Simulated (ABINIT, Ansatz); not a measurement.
# MgO (Periclase): G0W0 with ABINIT, start to end, part 2 of 3

How does a plane-wave GW calculation on MgO (Periclase) run from the first input to the gap?

ABINIT 10.8.3; PBE and many-body steps on it, plane waves. Known limits of the many-body steps: not at the basis limit.

So far. Step 2 (Ground state): The gap is direct, at Γ.

The database entry behind the starting cell differs from later determinations by our own check (about 0.1 % long), so it need not match the best structure at ambient conditions.

## Step 3: Bands along the symmetry lines

Level of this step: DFT, PBE, plane waves, norm-conserving pseudopotentials (ABINIT).

The cheap functional maps the bands first; the places of the edges decide which points the dearer methods must see.

The input, run.abi:

```
acell 3*1.0 Angstrom
rprim 
  -0.000000000000 2.108500000000 2.108500000000
  2.108500000000 0.000000000000 2.108500000000
  2.108500000000 2.108500000000 0.000000000000
ntypat 2
znucl 12 8
natom 2
typat 1 2
xred 
  0.000000000000 0.000000000000 0.000000000000
  0.500000000000 0.500000000000 0.500000000000
pp_dirpath "pseudos"
pseudos "Mg.upf, O.upf"
ecut 38
iscf -2
irdden 1
kptopt 0
nkpt 50
kpt 
  0.00000000 0.00000000 0.00000000
  0.06250000 0.00000000 0.06250000
  0.12500000 0.00000000 0.12500000
  0.18750000 0.00000000 0.18750000
  0.25000000 0.00000000 0.25000000
  0.31250000 0.00000000 0.31250000
  0.37500000 0.00000000 0.37500000
  0.43750000 0.00000000 0.43750000
  0.50000000 0.00000000 0.50000000
  0.51562500 0.03125000 0.51562500
  0.53125000 0.06250000 0.53125000
  0.54687500 0.09375000 0.54687500
  0.56250000 0.12500000 0.56250000
  0.57812500 0.15625000 0.57812500
  0.59375000 0.18750000 0.59375000
  0.60937500 0.21875000 0.60937500
  0.62500000 0.25000000 0.62500000
  0.37500000 0.37500000 0.75000000
  0.32812500 0.32812500 0.65625000
  0.28125000 0.28125000 0.56250000
  0.23437500 0.23437500 0.46875000
  0.18750000 0.18750000 0.37500000
  0.14062500 0.14062500 0.28125000
  0.09375000 0.09375000 0.18750000
  0.04687500 0.04687500 0.09375000
  0.00000000 0.00000000 0.00000000
  0.06250000 0.06250000 0.06250000
  0.12500000 0.12500000 0.12500000
  0.18750000 0.18750000 0.18750000
  0.25000000 0.25000000 0.25000000
  0.31250000 0.31250000 0.31250000
  0.37500000 0.37500000 0.37500000
  0.43750000 0.43750000 0.43750000
  0.50000000 0.50000000 0.50000000
  0.50000000 0.46875000 0.53125000
  0.50000000 0.43750000 0.56250000
  0.50000000 0.40625000 0.59375000
  0.50000000 0.37500000 0.62500000
  0.50000000 0.34375000 0.65625000
  0.50000000 0.31250000 0.68750000
  0.50000000 0.28125000 0.71875000
  0.50000000 0.25000000 0.75000000
  0.50000000 0.21875000 0.71875000
  0.50000000 0.18750000 0.68750000
  0.50000000 0.15625000 0.65625000
  0.50000000 0.12500000 0.62500000
  0.50000000 0.09375000 0.59375000
  0.50000000 0.06250000 0.56250000
  0.50000000 0.03125000 0.53125000
  0.50000000 0.00000000 0.50000000
istwfk *1
nband 15
nbdbuf 2
tolwfr 1e-08
nstep 40
prtwf 0
prtvol 0
indata_prefix "in"
outdata_prefix "out"
tmpdata_prefix "tmp"
```

Started as:

```bash
$ OMP_NUM_THREADS=1 mpirun -n 4 abinit run.abi > log
```

Numbers of over 12 decimals in the logs are rounded to 6 here.

What it wrote:

```text
.Version 10.8.3 of ABINIT. v10.8.2 released Aug 2026.

 Symmetries : space group Fm -3 m (#225); Bravais cF (face-center cubic)
[... echo of the input left out ...]
== DATASET  1 ==================================================================
-   mpi_nproc: 4, omp_nthreads: 1 (-1 if OMP is not activated)

--- !DatasetInfo
iteration_state: {dtset: 1, }
dimensions: {natom: 2, nkpt: 50, mband: 15, nsppol: 1, nspinor: 1, nspden: 1, mpw: 1429, }
cutoff_energies: {ecut:  38.0, pawecutdg:  -1.0, }
electrons: {nelect:   1.60000000E+01, charge:   0.00000000E+00, occopt:   1.00000000E+00, tsmear:   1.00000000E-02, }

 Real(R)+Recip(G) space primitive vectors, cartesian coordinates (Bohr,Bohr^-1):
 R(1)=  0.0000000  3.9844875  3.9844875  G(1)= -0.1254867  0.1254867  0.1254867
 R(2)=  3.9844875  0.0000000  3.9844875  G(2)=  0.1254867 -0.1254867  0.1254867
 R(3)=  3.9844875  3.9844875  0.0000000  G(3)=  0.1254867  0.1254867 -0.1254867
 Unit cell volume ucvol=  1.2651657E+02 bohr^3
 Angles (23,13,12)=  6.00000000E+01  6.00000000E+01  6.00000000E+01 degrees

 getcut: wavevector=  0.0000  0.0000  0.0000  ngfft=  32  32  32
         ecut(hartree)=     38.000   => boxcut(ratio)=   2.04647

--- Pseudopotential description ------------------------------------------------
- Mg Generated using ONCVPSP code by D. R. Hamann
- 12.00000  10.00000  171031                  znucl, zion, pspdat
12 -101130 1 -1 1510                          pspcod,pspxc,lmax,lloc,mmax
     nproj     2     2     0
  pspatm : epsatm=    9.22893308
         --- l  ekb(1:nproj) -->
             0    2.250005   -0.808630
             1   -6.469357   -2.503313
 pspatm: atomic psp has been read  and splines computed

- O Generated using ONCVPSP code by D. R. Hamann
-  8.00000   6.00000  171031                  znucl, zion, pspdat
12 -101130 2 -1 936                           pspcod,pspxc,lmax,lloc,mmax
     nproj     2     2     1
  pspatm : epsatm=    6.19545534
         --- l  ekb(1:nproj) -->
             0    6.056735    0.824024
[...]
2   -1.331955
 pspatm: atomic psp has been read  and splines computed

--------------------------------------------------------------------------------

================================================================================
 prteigrs : about to open file out_EIG
 Non-SCF case, kpt    1 (  0.00000  0.00000  0.00000), residuals and eigenvalues=
  3.60E-09  2.55E-09  4.12E-09  5.08E-09  1.16E-09  2.24E-09  6.07E-09  9.24E-09
  6.01E-09  1.99E-09  1.74E-09  2.76E-09  8.02E-09  4.95E-08  3.37E-07
 -2.4872E+00 -1.2653E+00 -1.2653E+00 -1.2653E+00 -4.5853E-01  1.7247E-01
  1.7247E-01  1.7247E-01  3.4641E-01  7.5821E-01  7.5821E-01  7.5821E-01
[...]
Non-SCF case, kpt    2 (  0.06250  0.00000  0.06250), residuals and eigenvalues=
  2.74E-09  3.07E-09  2.71E-09  4.77E-09  4.33E-09  9.35E-09  1.48E-09  2.57E-09
[...]
3.39E-09  2.60E-09  2.56E-09  5.71E-09  3.88E-09  6.53E-09  8.09E-10  1.29E-09
  3.31E-10  3.45E-10  2.28E-09  3.59E-09  9.99E-09  4.76E-08  6.44E-07
[...]
Non-SCF case, kpt   49 (  0.50000  0.03125  0.53125), residuals and eigenvalues=
[...]
Non-SCF case, kpt   50 (  0.50000  0.00000  0.50000), residuals and eigenvalues=
[...]
-2.4868E+00 -1.2679E+00 -1.2663E+00 -1.2663E+00 -4.0228E-01  2.4594E-02
  1.2366E-01  1.2366E-01  5.1138E-01  5.3902E-01  6.5222E-01  8.6839E-01
[...]
--- !ResultsGS
iteration_state: {dtset: 1, }
comment   : Summary of ground state results
lattice_vectors:
- [ -0.0000000,   3.9844875,   3.9844875, ]
- [  3.9844875,   0.0000000,   3.9844875, ]
- [  3.9844875,   3.9844875,   0.0000000, ]
lattice_lengths: [   5.63492,    5.63492,    5.63492, ]
lattice_angles: [ 60.000,  60.000,  60.000, ] # degrees, (23, 13, 12)
lattice_volume:   1.2651657E+02
convergence: {deltae:  0.000E+00, res2:  0.000E+00, residm:  9.990E-09, diffor:  0.000E+00, }
etotal    :  -7.60508220E+01
entropy   :   0.00000000E+00
fermie    :   1.72472836E-01
cartesian_stress_tensor: null
pressure_GPa: null
xred      :
- [  0.0000E+00,   0.0000E+00,   0.0000E+00, Mg]
- [  5.0000E-01,   5.0000E-01,   5.0000E-01,  O]
cartesian_forces: null
force_length_stats: {min: null, max: null, mean: null, }

 Integrated electronic density in atomic spheres:
 ------------------------------------------------
 Atom  Sphere_radius  Integrated_density
[...]
================================================================================

 ----iterations are completed or convergence reached----

 Mean square residual over all n,k,spin=   36.121E-10; max=  99.904E-10
 reduced coordinates (array xred) for    2 atoms
       0.000000000000      0.000000000000      0.000000000000
       0.500000000000      0.500000000000      0.500000000000

 cartesian coordinates (angstrom) at end:
    1      0.000000     0.000000     0.000000
    2      2.108500     2.108500     2.108500
 length scales=  1.889726125908  1.889726125908  1.889726125908 bohr
              =  1.000000000000  1.000000000000  1.000000000000 angstroms
 prteigrs : about to open file out_EIG
 Eigenvalues (hartree) for nkpt=  50  k points:
 kpt#   1, nband= 15, wtk=  1.00000, kpt=  0.0000  0.0000  0.0000 (reduced coord)
[...]
kpt#   2, nband= 15, wtk=  1.00000, kpt=  0.0625  0.0000  0.0625 (reduced coord)
[...]
kpt#   3, nband= 15, wtk=  1.00000, kpt=  0.1250  0.0000  0.1250 (reduced coord)
[...]
kpt#  49, nband= 15, wtk=  1.00000, kpt=  0.5000  0.0313  0.5313 (reduced coord)
  -2.48682   -1.26791   -1.26635   -1.26633   -0.40219    0.02529    0.12225    0.12304
   0.51360    0.54123    0.65148    0.86365    0.86992    1.11245    1.17252
 kpt#  50, nband= 15, wtk=  1.00000, kpt=  0.5000  0.0000  0.5000 (reduced coord)
  -2.48682   -1.26793   -1.26634   -1.26634   -0.40228    0.02459    0.12366    0.12366
   0.51138    0.53902    0.65222    0.86839    0.86839    1.10940    1.17063

== END DATASET(S) ==============================================================
================================================================================

 -outvars: echo values of variables after computation  --------
            nband          15
             nkpt          50
          spgroup         225
 [... the other variables as echoed above ...]

 Calculation completed.
```

The job ended after 3.9 s (4 MPI ranks of Arm Neoverse V1, shared host; peak memory 0.24 GiB).

Numbers from this step:

- gap: 4.733 eV
- k of the valence top: 0, 0, 0
- k of the conduction bottom: 0, 0, 0
- least direct gap: 4.733 eV

The gap is 4.733 eV, as in the run before at this level.

Electronic bands along the path, in eV, zero at the top of the highest filled band; v1 is the highest filled band, c1 the lowest empty one:

```tsv
point	v4	v3	v2	v1	c1	c2	c3	c4
Γ	-17.17	0.00	0.00	0.00	4.73	15.94	15.94	15.94
halfway	-16.41	-2.60	-0.72	-0.72	8.06	11.27	15.51	17.50
X	-15.64	-4.02	-1.33	-1.33	9.22	9.97	13.05	18.94
halfway	-15.62	-3.87	-1.77	-1.27	9.59	10.49	12.90	18.58
U	-15.61	-3.44	-2.67	-1.12	10.14	11.76	12.51	18.11
jump to K	-15.61	-3.44	-2.67	-1.12	10.14	11.76	12.51	18.11
halfway	-16.34	-2.91	-1.16	-0.38	8.15	12.04	15.37	17.95
Γ	-17.17	0.00	0.00	0.00	4.73	15.94	15.94	15.94
halfway	-16.57	-2.63	-0.33	-0.33	7.09	12.61	16.73	16.73
L	-15.86	-4.57	-0.63	-0.63	7.91	12.57	16.32	16.32
halfway	-15.72	-3.96	-1.90	-0.97	9.68	12.18	13.50	16.90
W	-15.58	-2.91	-2.91	-1.75	11.66	11.66	12.15	15.52
halfway	-15.61	-3.73	-1.87	-1.54	10.08	10.85	12.73	17.32
X	-15.64	-4.02	-1.33	-1.33	9.22	9.97	13.05	18.94
```

The electronic bands as a text plot (rows in eV, shown from -8.0 to 10.7 only):

```
   10.3 |       ++   +++ +++++                         +     ++++
    9.6 |         +++++++                             +       +++
    8.8 |       ++            ++                    ++
    8.0 |     ++                +              +++++
    7.2 |    +                   ++         +++
    6.4 |                                  +
    5.7 |  ++                      ++    ++
    4.9 |++                          ++++
    4.1 |
    3.3 |
    2.5 |
    1.8 |
    1.0 |
    0.2 |**                        ********
   -0.6 | ********         ***********  ***************
   -1.4 |  **     *********     *  **               ** **********
   -2.1 |    *         ***  **** **        *          **    **
   -2.9 |     ****        **    *           *           ****
   -3.7 |         ********* ****             ***      ***   *****
   -4.5 |                                       ******
   -5.3 |
   -6.0 |
   -6.8 |
   -7.6 |
         Γ           X  U|K            Γ         L        W     X
```

## Step 4: Empty states on the mesh, 6×6×6 mesh, 118 bands

The sums over transitions need many empty states on a uniform mesh; this step solves for them.

The input, run.abi:

```
acell 3*1.0 Angstrom
rprim 
  -0.000000000000 2.108500000000 2.108500000000
  2.108500000000 0.000000000000 2.108500000000
  2.108500000000 2.108500000000 0.000000000000
ntypat 2
znucl 12 8
natom 2
typat 1 2
xred 
  0.000000000000 0.000000000000 0.000000000000
  0.500000000000 0.500000000000 0.500000000000
pp_dirpath "pseudos"
pseudos "Mg.upf, O.upf"
ecut 38
ngkpt 6 6 6
nshiftk 1
shiftk 0 0 0
kptopt 1
chksymbreak 0
irdden 1
istwfk *1
nband 118
prtvol 0
optdriver 6
gwr_task "HDIAGO"
paral_kgb 0
occopt 1
indata_prefix "in"
outdata_prefix "out"
tmpdata_prefix "tmp"
```

What it wrote:

```text
[banner, memory and clock lines left out]
.Version 10.8.3 of ABINIT. v10.8.2 released Aug 2026.

 Symmetries : space group Fm -3 m (#225); Bravais cF (face-center cubic)
[... echo of the input left out ...]
== DATASET  1 ==================================================================
-   mpi_nproc: 4, omp_nthreads: 1 (-1 if OMP is not activated)

--- !DatasetInfo
iteration_state: {dtset: 1, }
dimensions: {natom: 2, nkpt: 16, mband: 118, nsppol: 1, nspinor: 1, nspden: 1, mpw: 1430, }
cutoff_energies: {ecut:  38.0, pawecutdg:  -1.0, }
electrons: {nelect:   1.60000000E+01, charge:   0.00000000E+00, occopt:   1.00000000E+00, tsmear:   1.00000000E-02, }

.Using double precision arithmetic; gwpc =  8

- Reading GS density from: in_DEN

--- Pseudopotential description ------------------------------------------------
- Mg Generated using ONCVPSP code by D. R. Hamann
- 12.00000  10.00000  171031                  znucl, zion, pspdat
12 -101130 1 -1 1510                          pspcod,pspxc,lmax,lloc,mmax
     nproj     2     2     0
  pspatm : epsatm=    9.22893308
         --- l  ekb(1:nproj) -->
             0    2.250005   -0.808630
             1   -6.469357   -2.503313
 pspatm: atomic psp has been read  and splines computed

- O Generated using ONCVPSP code by D. R. Hamann
-  8.00000   6.00000  171031                  znucl, zion, pspdat
12 -101130 2 -1 936                           pspcod,pspxc,lmax,lloc,mmax
     nproj     2     2     1
  pspatm : epsatm=    6.19545534
         --- l  ekb(1:nproj) -->
             0    6.056735    0.824024
             1   -4.717130   -1.149271
             2   -1.331955
 pspatm: atomic psp has been read  and splines computed

   2.46790215E+02                                ecore*ucvol(ha*bohr**3)

 Total charge density [el/Bohr^3]
)     Maximum=    3.3935E+00  at reduced coord.    0.0625    0.9375    0.9688
)     Minimum=    9.8865E-03  at reduced coord.    0.2500    0.2500    0.2500
   Integrated=    1.6000E+01

 === KS gaps after direct diagonalization ===
 Direct band gap semiconductor
 Fundamental gap:     4.733 (eV)
   VBM:     4.693 (eV) at k: [ 0.0000E+00,  0.0000E+00,  0.0000E+00]
   CBM:     9.426 (eV) at k: [ 0.0000E+00,  0.0000E+00,  0.0000E+00]
 Direct gap:         4.733 (eV) at k: [ 0.0000E+00,  0.0000E+00,  0.0000E+00]

== END DATASET(S) ==============================================================

 -outvars: echo values of variables after computation  --------
           etotal      0.0000000000E+00
            nband         118
             nkpt          16
          spgroup         225
 [... the other variables as echoed above ...]

 Calculation completed.
```

The job ended after 12 s (4 MPI ranks; peak memory 0.68 GiB; 46 s of CPU time).

This step gave:

| Property | Result |
| --- | --- |
| gap | 4.733 eV |
| k of the valence top | 0, 0, 0 |
| k of the conduction bottom | 0, 0, 0 |
| least direct gap | 4.733 eV |
| k points computed | 16 |
| lowest point of the top converged band, above the valence top | 159.2298 eV |

On this mesh the gap is 4.733 eV.

## Step 5: Screening, 6×6×6 mesh, 110 bands, screening to 239.5 eV

The RPA dielectric matrix is built and inverted for each q.

This step: RPA screening on PBE, plane waves, norm-conserving pseudopotentials.

run.abi, as its differences from that of step 4:

```diff
@@ -20,10 +20,11 @@
 chksymbreak 0
-irdden 1
 istwfk *1
-nband 118
-prtvol 0
-optdriver 6
-gwr_task "HDIAGO"
-paral_kgb 0
 occopt 1
+irdwfk 1
+optdriver 3
+nband 110
+ecuteps 8.8
+inclvkb 2
+awtr 1
+symchi 1
 indata_prefix "in"
```

What it wrote:

```text
.Version 10.8.3 of ABINIT. v10.8.2 released Aug 2026.

 Symmetries : space group Fm -3 m (#225); Bravais cF (face-center cubic)
[... echo of the input left out ...]
== DATASET  1 ==================================================================
-   mpi_nproc: 4, omp_nthreads: 1 (-1 if OMP is not activated)

--- !DatasetInfo
iteration_state: {dtset: 1, }
dimensions: {natom: 2, nkpt: 16, mband: 110, nsppol: 1, nspinor: 1, nspden: 1, mpw: 1430, }
cutoff_energies: {ecut:  38.0, pawecutdg:  -1.0, }
electrons: {nelect:   1.60000000E+01, charge:   0.00000000E+00, occopt:   1.00000000E+00, tsmear:   1.00000000E-02, }

 SCREENING: Calculation of the susceptibility and dielectric matrices

 Based on a program developped by R.W. Godby, V. Olevano, G. Onida, and L. Reining.
 Incorporated in ABINIT by V. Olevano, G.-M. Rignanese, and M. Torrent.
.Using double precision arithmetic ; gwpc =  8

[... cell and pseudopotentials left out ...]
--------------------------------------------------------------------------------

 ==== K-mesh for the wavefunctions ====
 Number of points in the irreducible wedge :    16
[... list of points left out ...]
 Together with 48 symmetry operations and time-reversal symmetry
 yields   216 points in the full Brillouin Zone.

 ==== Q-mesh for the screening function ====
 Number of points in the irreducible wedge :    16
[... list of points left out ...]
 Together with 48 symmetry operations and time-reversal symmetry
 yields   216 points in the full Brillouin Zone.

 setmesh: FFT mesh size selected  =    24x   24x   24
          total number of points  =        13824

 vcoul_init : cutoff-mode = AUXILIARY_FUNCTION
 q-points for optical limit:   1
     1)      0.000010    0.000020    0.000030

- screening: taking advantage of time-reversal symmetry
- Maximum band index for partially occupied states nbvw = 8
- Remaining bands to be divided among processors   nbcw = 102
- Number of bands treated by each node ~25

 Number of electrons calculated from density =   16.0000; Expected =   16.0000
 average of density, n =  0.126466
 r_s =    1.2359
 omega_plasma =   34.3038 [eV]

 calculating chi0 at frequencies [eV] :
  1    0.000000E+00    0.000000E+00
  2    0.000000E+00    3.430377E+01

--------------------------------------------------------------------------------
  q-point number  1        q = ( 0.000000, 0.000000, 0.000000) [r.l.u.]
--------------------------------------------------------------------------------
[... chi0 elements left out ...]
 For q-point:  0.000010 0.000020 0.000030
  dielectric constant =   3.0350
  dielectric constant without local fields =   3.2570

  Average fulfillment of the sum rule on Im[epsilon] for q-point    1 :     75.55  [%]
[... wings left out ...]
  q-point number  2        q = ( 0.166667, 0.000000, 0.000000) [r.l.u.]
--------------------------------------------------------------------------------
[... chi0 elements left out ...]
  Average fulfillment of the sum rule on Im[epsilon] for q-point    2 :     89.13  [%]

 [... 14 further q-points ...]
```

Wall time 86 s (4 MPI ranks); peak memory 0.84 GiB.

This step gave:

| Quantity | Value |
| --- | --- |
| ε∞ with local fields, on this mesh, along the program's q direction | 3.035 |
| the same without local fields | 3.257 |
| plasma frequency | 34.30 eV |
| plane waves in the screening matrix | 169 |

Local fields lower ε∞ by 7 %.

[end of part 2 of 3]

[Paths, hosts, dates, memory and timing lines, banners, echoed tables and standing remarks are left out of the program output.]

[Logs are printed without paths, hosts, clocks, repeated set-up lines and the standing remarks that a program may print on its own settings, such as how far it seeks lower states.]

[Runs of the session that timed out or met a known fault of the program may be left out.]

[Hosts, paths, dates, database ids (printed as entryN), source tags and the programs' standing remarks are cut or masked in the printed files.]

[G0W0 gaps are taken among the corrected bands and points alone; a level outside them can change the order at an edge.]

[Where Ansatz stands beside ABINIT at settings called matched, ABINIT's density can come from a denser mesh and the files from another edition; pairs whose starting gaps differed by over 0.03 eV were left out, so agreement reads better than it is.]
